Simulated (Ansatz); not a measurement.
# ScOs3: relaxing a made-up structure, part 2 of 2

This structure for ScOs3 is made up. Its elements were placed in a known structure type with a cell scaled to their sizes. What cell does the guess relax to, and how far off was it?

Ansatz 0.2.0; DFT, PBE, plane-wave PAW, files of the set soft_1, scalar-relativistic, no spin, cell and ions relaxed at zero pressure; PAW set soft_1 (the session's first sound run).

So far: Starting point; Relaxation of the guess. The relaxed cell has a = 3.924, c = 8.010 Å (conventional setting).

### Step 3. Electronic structure of the relaxed cell

A second self-consistent run takes a narrower smearing and the mesh shown in its input; the bands follow along the standard path of the relaxed lattice.

This step: DFT, PBE, plane-wave PAW, files of the set soft_1, scalar-relativistic, no spin, bands and density of states at the relaxed cell; PAW set soft_1 (Ansatz 0.2.0).

input.yaml reads:

```yaml
crystal:
  lattice:
    - [-1.961963491, 1.961963491, 4.0052405683]
    - [1.961963491, -1.961963491, 4.0052405683]
    - [1.961963491, 1.961963491, -4.0052405683]
  atoms:
    - { symbol: Os, position: [0.5, 0.5, 0.0] }
    - { symbol: Os, position: [0.25, 0.75, 0.5] }
    - { symbol: Os, position: [0.75, 0.25, 0.5] }
    - { symbol: Sc, position: [0.0, 0.0, 0.0] }
kpoints:
  mp_grid: { grid: [12, 12, 12] }
  band_path:
    path:
      - [[0.0, 0.0, 0.0], [0.5, -0.5, 0.0], [0.5, -0.5, 0.11997607], [0.30998804, -0.30998804, 0.30998804], [0.0, 0.0, 0.0], [0.5, 0.5, -0.5], [0.69001196, 0.30998804, -0.30998804], [0.5, 0.0, 0.0], [0.75, -0.25, -0.25], [0.88002393, 0.11997607, -0.5], [0.5, 0.5, -0.5]]
      - [[0.5, -0.5, 0.0], [0.75, -0.25, -0.25]]
    npoints: 7
scf:
  occupations: { method: fermi_dirac, width: 0.03 }
  n_extra_bands: 8
hamiltonian:
  xc: pbe
  pseudopotentials: { kind: paw, azcp: { folder: soft_1 } }
output:
  forces: true
  stress: true
  write_bands: true
  dos: { projected: true }
  write_density: true
  write_potential: true
  elf: true
  volumetric_format: npy
```

Launch:

```
ansatz run input.yaml --threads 4 --pin off --max-ram 8192MiB --backend cpu --events-out ev --progress --plain --runs-dir out
```

Numbers of over 12 decimals in the logs are rounded to 6 here.

Output:

```text
[...]
Crystal: 4 atoms, lattice volume = 61.670 Å³
Basis set: ecut = 420 eV, 1201 PW (Γ), exchange–correlation on 72×72×72 points (8 copies of the dense FFT grid, shifted against one another)
Bands: 38, of which v1, the nominal top of the filled ones, is band 30 counted from 1 (29 counted from 0)
Symmetry: 16 space group operations
[...]
k-points: 163 of 1728
[...]
SCF iter   1: F=—  HF=-36296.547071 eV  |F-HF|=—  |Δ(HF+E_count)|=         —  Δρ=1.51e-1  dr2=2.83e1  ethr=3.10e-3  ⟨swp⟩=5.0  Hψ=19541  notcnv=0
[...]
SCF iter   9: F=-36293.093754 eV  HF=-36293.093754 eV  |F-HF|=2.04e-10  |Δ(HF+E_count)|=   9.49e-9  Δρ=1.55e-6  dr2=1.01e-9  ethr=8.84e-11  ⟨swp⟩=4.5  Hψ=31875  notcnv=0
SCF 1 converged in 9 iterations: F = -36293.093754 eV  dr2 = 1.01e-9
[...]
NSCF: frozen V_eff on 79 k-points
SCF converged after 9 iterations
Free energy (F): -36293.093754 eV
[...]
Internal energy: -36293.077753 eV  (E = F + TS)
E sigma→0 (E₀):  -36293.085754 eV
Entropy (-TS):   -0.016001 eV (-4.000 meV/atom)
Fermi energy:    20.841528 eV
[...]
--- Stress (GPa, compression-positive) ---
       -0.042566       0.000000       0.000000
        0.000000      -0.042566       0.000000
        0.000000       0.000000      -0.086052
  P = ⅓ Tr σ = -0.0571 GPa (-0.571 kbar)
--- Band table (eV; the first three rows and the last of 163) ---
  k-point 0: bands = [... 26 lower, 20.3884, 20.3884, 20.4965, 20.8956, 22.1173, 23.6227, 23.9442, 24.1005, ... 4 higher]
  k-point 1: bands = [... 26 lower, 20.1402, 20.2328, 20.7287, 20.9316, 21.9522, 22.9456, 23.7144, 24.0162, ... 4 higher]
  k-point 2: bands = [... 26 lower, 19.8388, 20.0975, 20.5046, 20.9529, 21.5272, 22.0999, 23.1993, 24.1402, ... 4 higher]
  k-point 162: bands = [... 26 lower, 20.7035, 20.7035, 22.0738, 22.0738, 22.3010, 23.0883, 24.0254, 24.0254, ... 4 higher]
```

Elapsed: 5.8 s, on 4 threads of Intel Xeon Platinum 8488C (Sapphire Rapids), shared host; peak memory 0.72 GiB; 22 s of CPU time.

This step gave:

```
free energy             : -36293.0938 eV
energy at zero smearing : -36293.0858 eV
smearing term TS        : 0.01600 eV
pressure                : -0.05706 GPa
```

From bands.tsv, the bands that come nearest the Fermi level along the path, at its corners, in eV from the Fermi level:

```tsv
point	band 26	band 27	band 28	band 29	band 30	band 31	band 32	band 33
Γ	-1.36	-0.45	-0.45	-0.35	0.05	1.28	2.78	3.10
X	-1.80	-0.94	-0.82	-0.47	0.35	0.42	0.91	1.08
Y	-1.39	-1.18	-1.06	-0.83	0.35	0.58	0.98	1.22
S	-1.62	-1.42	-0.75	-0.62	-0.01	0.21	1.10	1.55
Γ	-1.36	-0.45	-0.45	-0.35	0.05	1.28	2.78	3.10
Z	-0.34	-0.14	-0.14	1.23	1.23	1.46	2.25	3.18
S1	-1.62	-1.42	-0.75	-0.62	-0.01	0.21	1.10	1.55
N	-2.38	-2.28	-1.21	-0.27	-0.21	-0.11	1.42	1.83
P	-1.61	-1.61	-0.85	-0.47	-0.47	-0.28	-0.12	1.64
Y1	-1.39	-1.18	-1.06	-0.83	0.35	0.58	0.98	1.22
Z	-0.34	-0.14	-0.14	1.23	1.23	1.46	2.25	3.18
X	-1.80	-0.94	-0.82	-0.47	0.35	0.42	0.91	1.08
P	-1.61	-1.61	-0.85	-0.47	-0.47	-0.28	-0.12	1.64
```

States per cell as run, both spins, in windows of 1 eV, from dos.tsv (zero at the Fermi level):

```
from  to  total
  -8  -7   0.38
  -7  -6   0.85
  -6  -5   2.15
  -5  -4   5.13
  -4  -3   4.08
  -3  -2   4.60
  -2  -1   4.89
  -1   0   4.72
   0   1   3.79
   1   2   2.84
   2   3   2.07
   3   4   2.75
```

A further 32.1 states lie below the table's range.

Electrostatic potential energy in the ac plane of the conventional cell at fractional y = 0.000, with atoms of Os and Sc within 0.2 Å of it. With pseudopotentials it is smooth inside the atoms' cores, unlike the true potential.

Ten even steps from '0' (-58 eV) to '9' (24 eV), each cell a mean:
```
23589999998742
45789999999865
78899988899988
99998654578999
99986310147999
99984100026999
99985200037999
99997422358999
88999876789998
45789999999865
01479999998631
00269999998410
00379999998520
23589999999742
67899988899987
99998654579999
99986310147999
99984100026999
99985200037999
99997422358999
89999876789998
67899999999876
34689999999753
23579999998642
```
Columns run along a (3.9 Å; values clipped at the 3rd and 97th percentile), rows up along c (8.0 Å), edges of the conventional cell, whose origin can differ from the input's. Atoms in or near the plane, at fractional coordinates: Os at (0.00, 0.50), Os at (0.50, 0.25), Os at (0.50, 0.75), Sc at (0.00, 0.00).

ELF in the ac plane of the conventional cell at fractional y = 0.000, with atoms of Os and Sc within 0.2 Å of it. It is the smooth field of the valence electrons, not physical close to the nuclei.

Ten even steps from '_' (0.09) to '@' (0.62), each cell a mean:
```
==%%@@::__::------..__**@@**
@@@@++....----==--::__::##@@
--::....----====----::....--
__..::--==++####**==----::__
::----==**%%@@@@@@##==----::
::------##@@%%##@@%%++------
::------**@@%%%%@@%%==----::
::--====++##%%%%%%**====--::
------++++==++++++++++==----
##**====++++======++++--==##
@@@@**====++========--++##@@
##%%%%++--====--====--**@@%%
%%%%##========--====--**%%%%
@@%%++--==++======++====**%%
++==--==++++======++++==--==
::::====++**####**++====--::
::------++%%@@@@@@##==----::
::------**@@%%##@@%%++----::
::------**@@%%%%@@%%++------
..::----++##%%%%%%**==----..
____..::--==++++====--::____
##**::__::----------....==##
##@@%%..__::--==--..__==@@%%
__**@@--__..----::____**@@--
```
Columns run along a (3.9 Å), rows up along c (8.0 Å), edges of the conventional cell, whose origin can differ from the input's. Atoms in or near the plane, at fractional coordinates: Os at (0.00, 0.50), Os at (0.50, 0.25), Os at (0.50, 0.75), Sc at (0.00, 0.00).

Valence density in the ac plane of the conventional cell at fractional y = 0.000, with atoms of Os and Sc within 0.2 Å of it. It is the smooth field of the valence electrons, not physical close to the nuclei.

Ten even steps from '_' (0.2 e/Å³) to '@' (8.5 e/Å³), each cell a mean:
```
%%**::________________..==##
--::____________________..--
____________________________
__________..::::..__________
________..==**##++::________
________::**@@@@%%==..______
________::++%%@@##==..______
__________::==++--..________
____________....____________
::..____________________..::
##++::________________..==**
@@%%==..______________::**@@
@@##--..______________::++%%
++--..__________________::==
..__________________________
__________..::::..__________
________..==**##++::________
________::**@@@@%%==..______
________::++%%@@##==..______
__________::==++--..________
____________....____________
..________________________..
**==..__________________::++
@@##--________________..==%%
```
Columns run along a (3.9 Å), rows up along c (8.0 Å), edges of the conventional cell, whose origin can differ from the input's. Atoms in or near the plane, at fractional coordinates: Os at (0.00, 0.50), Os at (0.50, 0.25), Os at (0.50, 0.75), Sc at (0.00, 0.00).

### Step 4. Outcome

```json
{
 "space group, relaxed": "I4/mmm",
 "conventional cell": "a = 3.924, b = 3.924, c = 8.010 Å; α = 90.0°, β = 90.0°, γ = 90.0°",
 "volume per atom": "15.42 Å³ (guess 17.23)"
}
```

**Reading.** ScOs3 relaxes to I4/mmm with a = 3.924, b = 3.924 and c = 8.010 Å. The guessed volume was 12 % too large. The space group I4/mmm was held in the relaxation, so the end point is a stationary structure within it and may be a saddle against distortions or other arrangements. Bands cross the Fermi level, so it is a metal or semimetal at this level. The electron count is odd, which forces that without spin polarisation or a larger cell. On the 12×12×12 mesh with the narrower smearing (relaxed on 9×9×9) the forces vanish, as symmetry may demand, and the largest stress component is 0.086 GPa, against the relaxation's thresholds of 0.015 eV/Å and 0.05 GPa. The cutoff wasn't tested. Spin-orbit coupling is left out, which can matter for elements this heavy. No dispersion term is used, so weakly bound directions may come out too long. The runs have no spin, and magnetism wasn't tested. Nothing here tests whether the compound is stable against decomposition.

[Logs are printed without paths, hosts, clocks, repeated set-up lines and the standing remarks that a program may print on its own settings, such as how far it seeks lower states.]

[Hosts, paths, dates, database ids (printed as entryN), source tags and the programs' standing remarks are cut or masked in the printed files.]
